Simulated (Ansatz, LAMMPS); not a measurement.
# Rapidly quenched Al48Fe52 (at. %) (94 atoms): a single point, part 2 of 2

What does DFT give for rapidly quenched Al48Fe52 (at. %) (94 atoms) as built?

Ansatz 0.2.0; Kohn-Sham DFT, PBEsol, PAW (set soft_2), plane waves.

The cell: 45 Al and 49 Fe. The quench rate of 100 K/ps is orders of magnitude faster than experiment. The network of bonds at the start is that of the classical potential that made the cell.

So far: Set-up; How the cell was made; Plane-wave single point.

### 3. Plane-wave single point (continued)

Neighbours are counted within 3.58 Å (Fe-Fe), 3.58 Å (Fe-Al), 3.58 Å (Al-Al), cutoffs set anew for this text.

Length of the force by element and coordination:

```
element  coordination  atoms  mean length of the force (eV/Å)  spread  least  most
     Al           all     45                             1.10   0.406  0.122  2.29
     Al            12      4                             1.49   0.112   1.32  1.63
     Al            13     15                             1.12   0.410  0.122  1.86
     Al            14     11                            0.973   0.274  0.648  1.60
     Al            15     13                             1.06   0.494  0.131  2.29
     Al            16      2                             1.04  0.0436  0.998  1.09
     Fe           all     49                            0.762   0.364  0.255  2.04
     Fe            12     14                            0.771   0.410  0.255  1.70
     Fe            13     12                            0.888   0.389  0.300  2.04
     Fe            14     19                            0.677   0.294  0.284  1.35
     Fe            15      4                            0.751   0.297  0.546  1.26
```

Magnetic moments by element and coordination:

```
element  coordination  atoms  mean moment (μB)  spread    least     most
     Al           all     45           -0.0387  0.0117  -0.0609  -0.0123
     Al            12      4           -0.0506  0.0071  -0.0576  -0.0409
     Al            13     15           -0.0328  0.0111   -0.052  -0.0123
     Al            14     11           -0.0423  0.0111  -0.0602  -0.0246
     Al            15     13           -0.0388  0.0107  -0.0609  -0.0231
     Al            16      2           -0.0398   0.003  -0.0428  -0.0368
     Fe           all     49              1.89   0.305    0.963     2.40
     Fe            12     14              1.65   0.301    0.963     2.05
     Fe            13     12              1.74   0.172     1.33     2.03
     Fe            14     19              2.11   0.161     1.80     2.40
     Fe            15      4              2.20  0.0882     2.07     2.31
```

States in the cell by windows of 1 eV, zero at the Fermi level; the larger projections on atomic orbitals stand beside the total:

```
from (eV)  to (eV)  total up  total down   Fe d  Al p  Al s  Fe s
      -10       -9       4.0         3.9    0.1   2.8   3.3   1.7
       -9       -8       5.6         5.6    0.3   4.6   4.0   2.2
       -8       -7       8.1         7.8    0.8   7.2   5.2   2.6
       -7       -6       9.5         8.7    1.7   8.2   5.2   2.8
       -6       -5      13.7        10.7    4.8  10.3   5.6   3.3
       -5       -4      24.6        14.3   15.7  13.2   4.6   4.9
       -4       -3      50.8        20.4   46.5  16.1   3.3   4.4
       -3       -2      68.6        35.6   79.7  16.3   2.6   3.6
       -2       -1      75.8        57.7  113.2  12.6   2.1   2.6
       -1        0      45.4        49.1   77.9  10.0   2.1   2.0
        0        1      19.7        57.8   60.5   9.8   2.6   2.1
        1        2      14.3        50.3   46.1  10.0   3.7   2.3
        2        3      16.0        21.9   14.2  11.9   5.3   3.2
        3        4      17.0        18.9    7.9  13.0   6.1   4.2
```

The curve was stored every 0.100 eV, coarse against its broadening of 0.08 eV, so these counts are rough.

Between -26 and -10 eV lie 4 more states.

The stored curve holds about 523 of the 919 electrons; the rest, give or take the few that broadening carries across the Fermi level, lie in deeper levels below its range.

The levels nearest the highest filled one (over half full), pooled over k-points and spins:

```
level less the highest filled one (eV)  occupation
                               -0.0088       0.524
                               -0.0056       0.516
                               -0.0055       0.516
                               -0.0054       0.516
                               -0.0052       0.515
                                     0       0.502
                                0.0046        0.49
                                0.0078       0.483
                                0.0082       0.481
                                0.0088        0.48
                                0.0102       0.476
                                 0.011       0.475
```

Spin density in the ab plane at fractional z = 0.265, with atoms of Al and Fe within 0.2 Å of it.

Ten even steps from '0' (0.0 e/Å³) to '9' (3.3 e/Å³), each cell a mean:
```
000000000000000000000000000000
000000000000000000000000000000
000000000000000000000000000000
331000000000000000000000000000
573000000000000000000000000001
121000000000000000000000000000
000000000000000000000000000000
000000000000000000000000000000
000000100000000000000000000000
000001210000000000000000000000
000000000000000000034100000000
000000000000000000156200012100
002200000000000000011000013200
017920000000000000000000000000
013410000000000000000000000000
000000000000000220000000000000
000000000000000110000000000000
000000000000000000000000000121
000000000010000000000000000110
000000000265100000000011000000
000000000154000000000399200000
000000000000000000000298200000
000000000000000000000011000000
000000000000000000000000000000
```
Columns run along a (10.7 Å), rows up along b (10.7 Å). Atoms in or near the plane, at fractional coordinates: Al at (0.99, 0.05), Al at (0.44, 0.61), Al at (0.21, 0.99), Fe at (0.35, 0.16), Fe at (0.76, 0.12), Fe at (0.03, 0.81), Fe at (0.66, 0.52), Fe at (0.10, 0.42).

Valence density in the ab plane at fractional z = 0.265, with atoms of Al and Fe within 0.2 Å of it. It is the smooth field of the valence electrons, not physical close to the nuclei.

Ten steps, logarithmic in the rise over the least value, from '_' (0 e/Å³) to '@' (23 e/Å³), each cell a mean:
```
..........________......____....................______......
..........______......________..................________....
--==--................________..................________..::
##%%**--................________................______....==
@@@@%%==..............______________....................::++
**##++::............______________..............____......--
::::................____________................______......
..........::::::......________..................____........
........::++**++::....________..............................
........--**##**--....________......::====--................
........::==++==::......______....::++%%%%**--....::----::..
....::::::::::............____....::**@@@@##--..::++##**--..
::==####++::..............____......--++**==::..::**%%##==::
::**@@@@##--......____............................--++==::..
::++##%%**::....______......::====::........................
..::----::......______....::--****==::......................
............................--++++==..................--==--
::............................::::....____..........--++##++
::......::::....::--++++--..........______..........::++**++
................--##@@%%++::........____..--++++--....::::::
................--**@@%%++::............::##@@@@**::........
__..............::--++==::..............::##@@@@**::......__
____........__............__________......--++++--......____
____......______......______________....................____
```
Columns run along a (10.7 Å), rows up along b (10.7 Å). Atoms in or near the plane, at fractional coordinates: Al at (0.99, 0.05), Al at (0.44, 0.61), Al at (0.21, 0.99), Fe at (0.35, 0.16), Fe at (0.76, 0.12), Fe at (0.03, 0.81), Fe at (0.66, 0.52), Fe at (0.10, 0.42).

The cell holds a total moment of 90.6 μB; no search proves this magnetic order the lowest. Within 0.4 eV of the Fermi level the largest share is Fe d (81 % of the projected weight).

### 4. Local order

These statistics describe the geometry on which the runs were made.

Density 5.40 g/cm³, 12.92 Å³ an atom.

Pair distribution functions g(r), in bins of 0.1 Å:

```
r (Å)  total  Fe-Fe  Fe-Al  Al-Al
 2.15   0.00   0.00   0.00   0.00
 2.25   0.30   0.79   0.17   0.00
 2.35   1.26   1.88   1.42   0.17
 2.45   2.57   3.89   2.60   0.94
 2.55   4.41   3.22   5.40   3.65
 2.65   3.47   2.07   4.33   3.26
 2.75   2.49   2.34   2.15   3.41
 2.85   1.81   1.90   1.35   2.71
 2.95   0.94   1.50   0.41   1.42
 3.05   0.61   0.78   0.33   1.02
 3.15   0.37   0.41   0.22   0.67
 3.25   0.31   0.00   0.41   0.45
 3.35   0.33   0.28   0.23   0.59
 3.45   0.17   0.14   0.11   0.32
 3.55   0.26   0.13   0.24   0.45
 3.65   0.18   0.42   0.13   0.00
 3.75   0.31   0.29   0.28   0.41
 3.85   0.52   0.70   0.45   0.45
 3.95   0.70   1.08   0.54   0.61
 4.05   0.97   0.88   1.15   0.69
 4.15   1.22   1.22   1.12   1.44
 4.25   1.40   1.25   1.50   1.37
 4.35   1.53   1.40   1.80   1.11
 4.45   1.57   1.83   1.55   1.31
 4.55   1.65   1.48   1.80   1.52
 4.65   1.17   1.05   1.30   1.01
 4.75   1.24   1.36   1.26   1.06
 4.85   1.25   1.30   1.10   1.50
 4.95   1.15   1.35   1.06   1.13
 5.05   1.22   1.07   1.25   1.31
 5.15   1.14   1.00   1.16   1.25
 5.25   0.99   0.88   1.11   0.86
```

Neighbours by pair of elements; one cutoff, the widest of the pairs' first minima of g(r), serves all pairs of this metal (cutoffs were set anew for this text, so counts can differ from the run's own analysis):

```
pair A-B  cutoff (Å)  bonds  mean length (Å)  spread (Å)  shortest (Å)  B about A  A about B
   Fe-Fe        3.58    169             2.69       0.265          2.22       6.90       6.90
   Fe-Al        3.58    312             2.69        0.26          2.26       6.37       6.93
   Al-Al        3.58    156             2.84       0.276          2.39       6.93       6.93
```

How many atoms have how many bonded neighbours:

```
element  mean  12  13  14  15  16
     Al  13.9   4  15  11  13   2
     Fe  13.3  14  12  19   4   0
```

Bond length by coordination (bonds to H left out):

```
element  coordination  atoms  mean bond length (Å)
     Al            12      4                  2.61
     Al            13     15                  2.73
     Al            14     11                  2.76
     Al            15     13                  2.83
     Al            16      2                  2.88
     Fe            12     14                  2.59
     Fe            13     12                  2.69
     Fe            14     19                  2.73
     Fe            15      4                  2.80
```

Counting bonds as in the table, 33 % of Al atoms have 13 and 39 % of Fe atoms have 14 bonded neighbours.

The surroundings of Fe85, which has 13 bonded neighbours where the commonest count for Fe is 14, nearest first, numbered as they follow in the input and with coordinates relative to it.

```
atom      x      y      z  distance (Å)  bonds  moment (μB)     Fx     Fy  Fz (eV/Å)
Fe85   0.00   0.00   0.00          0.00     13         2.03  -0.60   0.11      -0.06
Fe92   2.12  -0.21  -0.84          2.29     14         2.35   0.27  -0.07       0.06
Fe69  -2.00  -0.31   1.15          2.33     13         1.82  -0.04  -0.43       1.99
Fe50   1.41  -0.36   2.00          2.47     15         2.31   0.27  -0.55       0.11
Fe64  -0.40   1.00  -2.24          2.49     14         2.01   0.42  -0.06      -0.20
Fe93  -0.16  -1.56  -1.96          2.51     13         1.72   0.29   0.47      -0.81
Al14   1.00  -2.32   0.14          2.53     12        -0.06   1.28   0.78       0.18
Fe80   1.80   1.64   0.71          2.54     12         1.70   0.14  -0.09       0.32
Al11  -2.38   0.61  -0.89          2.61     13        -0.03   0.59   0.72       0.21
Al16  -0.49   2.57  -0.11          2.62     14        -0.06   0.14  -0.29      -0.57
Al38  -0.48   1.43   2.34          2.78     15        -0.06  -1.09  -0.23      -0.25
Fe62  -0.59  -2.08   2.09          3.01     14         1.98   0.40   0.28      -0.52
 Al7  -1.42  -2.78  -0.17          3.13     15        -0.04  -0.08  -0.10       0.02
Fe49   1.62   2.16  -1.60          3.14     14         2.04   0.13  -0.16      -0.64
```

The column of bonds counts only the pairs Fe-Fe within 3.58 Å, Fe-Al within 3.58 Å, Al-Al within 3.58 Å; other neighbours, such as metal atoms beside each other in a compound, aren't counted, and periodic images can show an atom twice.

### 5. Summary of results

```yaml
free_energy_per_atom: -2570.2576 eV/atom
pressure: -2.462 GPa
r_m_s_force_component: 0.5847 eV/Å
wall_time_of_the_1_dft_run: 14 min
```

In words: 493 levels are partly filled, by over 2 % (on the run's k-points), as in a metal. The cell holds a total moment of 90.6 μB; no search proves this magnetic order the lowest. Counting bonds as in the table, 33 % of Al atoms have 13 and 39 % of Fe atoms have 14 bonded neighbours.

What to keep in mind: The force components of 0.58 eV/Å r.m.s. hold both thermal displacement and the mismatch between the potential that made the cell and DFT. The run was spin polarised, started with 49 parallel moments, ending at 90.6 μB in the cell; that starting order needn't be the real material's, and it bears on forces, charges and levels. The stress is far from hydrostatic: its diagonal is 0.5, -3.1, -4.7 GPa, compression counted positive. The pressure of -2.5 GPa is that of one thermal frame, in which the classical model's bond lengths enter as well as the volume, without the kinetic term.

[Logs are printed without paths, hosts, clocks, repeated set-up lines and the standing remarks that a program may print on its own settings, such as how far it seeks lower states.]

[Hosts, paths, dates, database ids (printed as entryN), source tags and the programs' standing remarks are cut or masked in the printed files.]
